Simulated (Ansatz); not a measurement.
# NiSn5, from a guessed structure to a relaxed one, part 2 of 2

Starting from a made-up structure for NiSn5, the aim is the relaxed cell, its shortest contacts and, where a second run follows, its electronic structure.

Ansatz 0.2.0; DFT, PBEsol, plane-wave PAW, files of the set soft_1, scalar-relativistic, ferromagnetic start, cell and ions relaxed at zero pressure; PAW set soft_1 (the session's first sound run).

So far: The starting structure; Relaxing cell and atoms. The relaxed cell has a = 3.340, c = 14.476 Å (conventional setting).

### 3. Electronic structure of the relaxed cell

With the geometry fixed, one more self-consistent run, with a narrower smearing and the mesh shown in its input, gives the bands, and its pressure, and its forces where symmetry allows any, show how far the geometry depends on these settings.

This step: DFT, PBEsol, plane-wave PAW, files of the set soft_1, scalar-relativistic, no spin, bands and density of states at the relaxed cell; PAW set soft_1 (Ansatz 0.2.0).

Contents of input.yaml:

```yaml
crystal:
  lattice:
    - [3.3402532412, 0.0, 0.0]
    - [-1.6701266206, 2.8927441619, 0.0]
    - [0.0, 0.0, 14.4756994904]
  atoms:
    - { symbol: Sn, position: [0.6666666667, 0.3333333333, 0.1211793204] }
    - { symbol: Sn, position: [0.0, 0.0, 0.3103581201] }
    - { symbol: Sn, position: [0.6666666667, 0.3333333333, 0.5] }
    - { symbol: Sn, position: [0.0, 0.0, 0.6896418799] }
    - { symbol: Sn, position: [0.6666666667, 0.3333333333, 0.8788206796] }
    - { symbol: Ni, position: [0.0, 0.0, 0.0] }
kpoints:
  mp_grid: { grid: [10, 10, 2] }
  band_path:
    path:
      - [[0.0, 0.0, 0.0], [0.5, 0.0, 0.0], [0.33333333, 0.33333333, 0.0], [0.0, 0.0, 0.0], [0.0, 0.0, 0.5], [0.5, 0.0, 0.5], [0.33333333, 0.33333333, 0.5], [0.0, 0.0, 0.5]]
      - [[0.5, 0.0, 0.5], [0.5, 0.0, 0.0]]
      - [[0.33333333, 0.33333333, 0.0], [0.33333333, 0.33333333, 0.5]]
    npoints: 8
scf:
  occupations: { method: fermi_dirac, width: 0.03 }
  n_extra_bands: 10
hamiltonian:
  xc: pbesol
  pseudopotentials: { kind: paw, azcp: { folder: soft_1 }, xc_functional: pbe }
output:
  forces: true
  stress: true
  write_bands: true
  dos: { projected: true }
  write_density: true
  write_potential: true
  elf: true
  volumetric_format: npy
```

Launch:

```sh
$ ansatz run input.yaml --threads 4 --pin off --max-ram 10240MiB --backend cpu --events-out ev --progress --plain --runs-dir out
```

Numbers of over 12 decimals in the logs are rounded to 6 here.

Log:

```text
[...]
Crystal: 6 atoms, lattice volume = 139.871 Å³
Basis set: ecut = 420 eV, 2773 PW (Γ), exchange–correlation on 48×48×200 points (8 copies of the dense FFT grid, shifted against one another)
Bands: 54, of which v1, the nominal top of the filled ones, is band 44 counted from 1 (43 counted from 0)
Symmetry: 12 space group operations
[...]
k-points: 28 of 200 (time reversal used)
[...]
SCF iter   1: F=—  HF=-35558.643921 eV  |F-HF|=—  |Δ(HF+E_count)|=         —  Δρ=1.26e-1  dr2=6.15e1  ethr=3.10e-3  ⟨swp⟩=7.2  Hψ=6272  notcnv=0
[...]
SCF iter  14: F=-35554.124717 eV  HF=-35554.124717 eV  |F-HF|=7.13e-8  |Δ(HF+E_count)|=   6.52e-8  Δρ=7.23e-6  dr2=7.09e-8  ethr=1.14e-10  ⟨swp⟩=16.0  Hψ=11584  notcnv=0
SCF 1 converged in 14 iterations: F = -35554.124717 eV  dr2 = 7.09e-8
[...]
NSCF: frozen V_eff on 75 k-points
SCF converged after 14 iterations
Free energy (F): -35554.124717 eV
[...]
Internal energy: -35554.117953 eV  (E = F + TS)
E sigma→0 (E₀):  -35554.121335 eV
Entropy (-TS):   -0.006764 eV (-1.127 meV/atom)
Fermi energy:    12.030656 eV
[...]
--- Forces (eV/Å), atoms counted from 1 ---
  atom   1  Sn     0.00000000     0.00000000    -0.13096919
  atom   2  Sn     0.00000000     0.00000000     0.04322095
  atom   3  Sn     0.00000000     0.00000000     0.00000000
  atom   4  Sn     0.00000000     0.00000000    -0.04322095
  atom   5  Sn     0.00000000     0.00000000     0.13096919
  atom   6  Ni     0.00000000     0.00000000     0.00000000
  max |Σ_I F_I| component: 7.40e-17 eV/Å
--- Stress (GPa, compression-positive) ---
        0.036833       0.000000       0.000000
        0.000000       0.036833       0.000000
        0.000000       0.000000      -0.137040
  P = ⅓ Tr σ = -0.0211 GPa (-0.211 kbar)
--- Band table (eV; the first three rows and the last of 28) ---
  k-point 0: bands = [... 40 lower, 10.3107, 12.8720, 13.9198, 17.9893, 17.9893, 18.5255, 18.5255, 18.5678, ... 6 higher]
  k-point 1: bands = [... 40 lower, 10.3107, 11.3503, 15.7865, 17.0691, 18.0858, 18.0858, 18.2236, 18.2236, ... 6 higher]
  k-point 2: bands = [... 40 lower, 10.2860, 13.0634, 14.0254, 16.1393, 16.7486, 16.9984, 17.1947, 17.8341, ... 6 higher]
  k-point 27: bands = [... 40 lower, 9.9920, 10.2282, 10.6722, 10.7003, 11.0470, 11.3062, 11.4573, 12.0826, ... 6 higher]
```

The job ended after 18 s (4 threads of Arm Neoverse V1, shared host; peak memory 0.71 GiB; 72 s of CPU time).

In the SCF lines HF is the Harris–Foulkes energy and dr2 the Hartree energy of the density residual, in eV; the loop may stop once dr2 is under the threshold and the program's other checks hold. Hψ counts applications of the Hamiltonian.

Numbers from this step:

```yaml
free_energy: -35554.1247 eV
energy_at_zero_smearing: -35554.1213 eV
smearing_term_ts: 0.006764 eV
fermi_energy: 12.03 eV
pressure: -0.02112 GPa
```

From bands.tsv, the bands that come nearest the Fermi level along the path, at its corners, in eV from the Fermi level:

| point | band 42 | band 43 | band 44 | band 45 | band 46 | band 47 | band 48 | band 49 |
| --- | --- | --- | --- | --- | --- | --- | --- | --- |
| Γ | 0.84 | 1.89 | 5.96 | 5.96 | 6.49 | 6.49 | 6.54 | 6.64 |
| M | -1.23 | -1.16 | -0.93 | 0.16 | 0.29 | 1.85 | 2.04 | 2.28 |
| K | -2.00 | -1.90 | -1.30 | -1.03 | -0.90 | -0.73 | -0.26 | 0.41 |
| Γ | 0.84 | 1.89 | 5.96 | 5.96 | 6.49 | 6.49 | 6.54 | 6.64 |
| A | -0.68 | 3.76 | 5.04 | 6.06 | 6.06 | 6.19 | 6.19 | 7.11 |
| L | -1.32 | -1.16 | -0.72 | -0.59 | 0.64 | 2.21 | 2.22 | 2.35 |
| H | -1.97 | -1.33 | -1.04 | -1.03 | -0.94 | -0.89 | -0.14 | 0.53 |
| A | -0.68 | 3.76 | 5.04 | 6.06 | 6.06 | 6.19 | 6.19 | 7.11 |
| L | -1.32 | -1.16 | -0.72 | -0.59 | 0.64 | 2.21 | 2.22 | 2.35 |
| M | -1.23 | -1.16 | -0.93 | 0.16 | 0.29 | 1.85 | 2.04 | 2.28 |
| K | -2.00 | -1.90 | -1.30 | -1.03 | -0.90 | -0.73 | -0.26 | 0.41 |
| H | -1.97 | -1.33 | -1.04 | -1.03 | -0.94 | -0.89 | -0.14 | 0.53 |

States per cell as run, both spins, in windows of 1 eV, from dos.tsv (zero at the Fermi level):

| from | to | total |
| --- | --- | --- |
| -8 | -7 | 2.31 |
| -7 | -6 | 2.14 |
| -6 | -5 | 1.74 |
| -5 | -4 | 0.88 |
| -4 | -3 | 3.40 |
| -3 | -2 | 5.18 |
| -2 | -1 | 6.66 |
| -1 | 0 | 3.78 |
| 0 | 1 | 3.35 |
| 1 | 2 | 3.25 |
| 2 | 3 | 3.58 |

A further 61.8 states lie below the table's range.

Force by atom:

| atom | x (eV/Å) | y (eV/Å) | z (eV/Å) | size |
| --- | --- | --- | --- | --- |
| Sn1 | 0.000 | 0.000 | -0.131 | 0.131 |
| Sn2 | 0.000 | 0.000 | 0.043 | 0.043 |
| Sn3 | 0.000 | 0.000 | 0.000 | 0.000 |
| Sn4 | 0.000 | 0.000 | -0.043 | 0.043 |
| Sn5 | 0.000 | 0.000 | 0.131 | 0.131 |
| Ni6 | 0.000 | 0.000 | 0.000 | 0.000 |

Electrostatic potential energy in the ac plane at fractional y = 0.000, with atoms of Sn and Ni within 0.2 Å of it. With pseudopotentials it is smooth inside the atoms' cores, unlike the true potential.

Values in eV, 24 rows by 14 columns, each cell a mean:
```
  2  -2  -9  -4   8  12  13  14  13  12   6  -6  -9  -1
  3   5   8  10  10   9   8   8   8  10  10  10   7   5
 14  13  12  11   7   2  -3  -5  -2   4   8  11  13  13
 14  14  13  11   9   6   2   1   3   7  10  12  13  14
 13  13  13  13  13  12  12  12  12  12  13  13  13  13
 -1   1   4   8  11  13  14  14  14  13  11   8   3   0
  0  -5 -13 -12   1  10  12  13  12   8  -1 -13 -12  -3
 13  10  -5 -16  -5   8  11  12  11   6  -8 -16  -2  11
-10 -11 -10  -2   7  11  13  14  13  11   5  -4 -10 -11
  9   9  11  12  13  13  13  14  13  13  12  12  10   9
 14  14  13  13  11  10   9   8   9  10  12  13  13  14
 14  13  12  11   8   3  -2  -4  -1   4   8  11  13  14
 14  14  13  11   9   5   1   0   2   6   9  11  13  14
 13  13  13  13  12  12  11  11  11  12  13  13  13  13
  1   3   6   9  12  13  14  14  14  13  11   9   6   3
 -4  -7 -13 -10   3  10  12  13  12   9   0 -11 -12  -6
 14  11  -5 -17  -5   8  11  12  11   6  -8 -16  -1  13
 -9 -11 -12  -5   5  11  13  13  13  10   4  -6 -12 -10
  7   8  10  11  12  13  14  14  14  13  12  11   9   8
 14  14  13  13  12  11  10   9  10  11  12  13  13  14
 14  14  13  11   8   3  -1  -3  -1   4   9  11  13  14
 13  13  12  11   8   4   0  -1   1   5   9  11  12  13
 -4  -3   1   7  10  11  11  10  11  11  10   6   0  -4
 11   6  -7  -8   6  12  14  14  14  12   3  -9  -5   8
```
Columns run along a (3.3 Å; values clipped at the 3rd and 97th percentile), rows up along c (14.5 Å). Atoms in or near the plane, at fractional coordinates: Sn at (0.00, 0.31), Sn at (0.00, 0.69), Ni at (0.00, 0.00).

Valence density in the ac plane at fractional y = 0.000, with atoms of Sn and Ni within 0.2 Å of it. It is the smooth field of the valence electrons, not physical close to the nuclei.

Ten steps, logarithmic in the rise over the least value, from '0' (0 e/Å³) to '9' (41 e/Å³), each cell a mean:
```
87531000000001357
11100000000000011
00000011111100000
00000000110000000
00000000000000000
11100000000000011
65432100000012345
76642100000012466
44321000000001234
00000000000000000
00000000000000000
00000001111000000
00000001111000000
00000000000000000
11000000000000001
55431000000001345
76642100000012466
44321000000001234
00000000000000000
00000000000000000
00000001111000000
00000001111000000
33210000000000123
99742100000012479
```
Columns run along a (3.3 Å), rows up along c (14.5 Å). Atoms in or near the plane, at fractional coordinates: Sn at (0.00, 0.31), Sn at (0.00, 0.69), Ni at (0.00, 0.00).

ELF in the ac plane at fractional y = 0.000, with atoms of Sn and Ni within 0.2 Å of it. It is the smooth field of the valence electrons, not physical close to the nuclei.

Values, 24 rows by 14 columns, each cell a mean:
```
0.66 0.53 0.31 0.20 0.19 0.24 0.27 0.27 0.27 0.23 0.19 0.20 0.34 0.57
0.21 0.22 0.24 0.30 0.34 0.34 0.32 0.31 0.32 0.34 0.34 0.29 0.24 0.21
0.30 0.32 0.35 0.36 0.33 0.31 0.31 0.31 0.31 0.31 0.34 0.36 0.35 0.31
0.20 0.22 0.27 0.31 0.33 0.34 0.34 0.34 0.34 0.34 0.33 0.31 0.26 0.21
0.22 0.22 0.24 0.26 0.30 0.34 0.36 0.37 0.36 0.33 0.30 0.26 0.24 0.22
0.32 0.32 0.33 0.33 0.32 0.28 0.25 0.24 0.26 0.29 0.32 0.33 0.33 0.32
0.08 0.11 0.19 0.29 0.33 0.34 0.30 0.28 0.31 0.34 0.33 0.28 0.18 0.10
0.00 0.02 0.09 0.24 0.33 0.34 0.33 0.31 0.34 0.34 0.32 0.22 0.07 0.01
0.21 0.23 0.28 0.33 0.34 0.33 0.28 0.26 0.29 0.33 0.34 0.32 0.28 0.23
0.32 0.32 0.31 0.31 0.29 0.28 0.27 0.26 0.27 0.28 0.29 0.31 0.31 0.32
0.22 0.23 0.26 0.30 0.33 0.35 0.35 0.35 0.35 0.34 0.33 0.29 0.25 0.23
0.22 0.25 0.30 0.34 0.34 0.34 0.33 0.33 0.33 0.34 0.34 0.34 0.29 0.24
0.22 0.24 0.29 0.33 0.35 0.34 0.34 0.34 0.34 0.34 0.35 0.33 0.28 0.23
0.25 0.25 0.26 0.28 0.31 0.33 0.34 0.34 0.34 0.32 0.30 0.28 0.26 0.25
0.33 0.33 0.33 0.33 0.31 0.28 0.25 0.24 0.25 0.29 0.32 0.33 0.33 0.33
0.11 0.14 0.22 0.30 0.34 0.34 0.31 0.28 0.31 0.34 0.33 0.29 0.20 0.13
0.00 0.01 0.08 0.24 0.33 0.34 0.33 0.31 0.34 0.34 0.32 0.21 0.06 0.01
0.18 0.21 0.27 0.32 0.34 0.33 0.28 0.25 0.29 0.33 0.34 0.31 0.26 0.20
0.31 0.31 0.31 0.30 0.30 0.28 0.28 0.28 0.28 0.28 0.30 0.31 0.31 0.31
0.18 0.20 0.23 0.27 0.32 0.36 0.37 0.37 0.37 0.35 0.32 0.27 0.22 0.19
0.24 0.26 0.30 0.33 0.33 0.32 0.33 0.33 0.32 0.32 0.33 0.32 0.29 0.25
0.29 0.31 0.35 0.37 0.35 0.31 0.30 0.30 0.30 0.32 0.35 0.37 0.34 0.30
0.24 0.22 0.20 0.23 0.30 0.33 0.32 0.32 0.32 0.33 0.28 0.23 0.20 0.22
0.87 0.73 0.42 0.22 0.17 0.21 0.24 0.24 0.24 0.20 0.18 0.24 0.47 0.78
```
Columns run along a (3.3 Å), rows up along c (14.5 Å). Atoms in or near the plane, at fractional coordinates: Sn at (0.00, 0.31), Sn at (0.00, 0.69), Ni at (0.00, 0.00).

### 4. Summary of results

- space group, relaxed: P-6m2
- conventional cell: a = 3.340, b = 3.340, c = 14.476 Å; α = 90.0°, β = 90.0°, γ = 120.0°
- volume per atom: 23.31 Å³ (guess 24.08)
- total moment: 0.00 μB in the cell of 6 atoms

In words: NiSn5 relaxes to P-6m2 with a = 3.340, b = 3.340 and c = 14.476 Å. The guessed volume was 3 % too large. The space group P-6m2 was held in the relaxation, so the end point is a stationary structure within it and may be a saddle against distortions or other arrangements. The moments died out from this one start and weren't seeded again at the relaxed cell. Bands cross the Fermi level, so it is a metal or semimetal at this level. On the 10×10×2 mesh with the narrower smearing (relaxed on 9×9×2) the largest force component is 0.131 eV/Å and the largest stress component is 0.137 GPa, against the relaxation's thresholds of 0.015 eV/Å and 0.05 GPa. The cutoff wasn't tested. A vector of the cell changed its length by 10 %, more than the volume shows. No dispersion term is used, so weakly bound directions may come out too long. Nothing here tests whether the compound is stable against decomposition.

[Logs are printed without paths, hosts, clocks, repeated set-up lines and the standing remarks that a program may print on its own settings, such as how far it seeks lower states.]

[Hosts, paths, dates, database ids (printed as entryN), source tags and the programs' standing remarks are cut or masked in the printed files.]
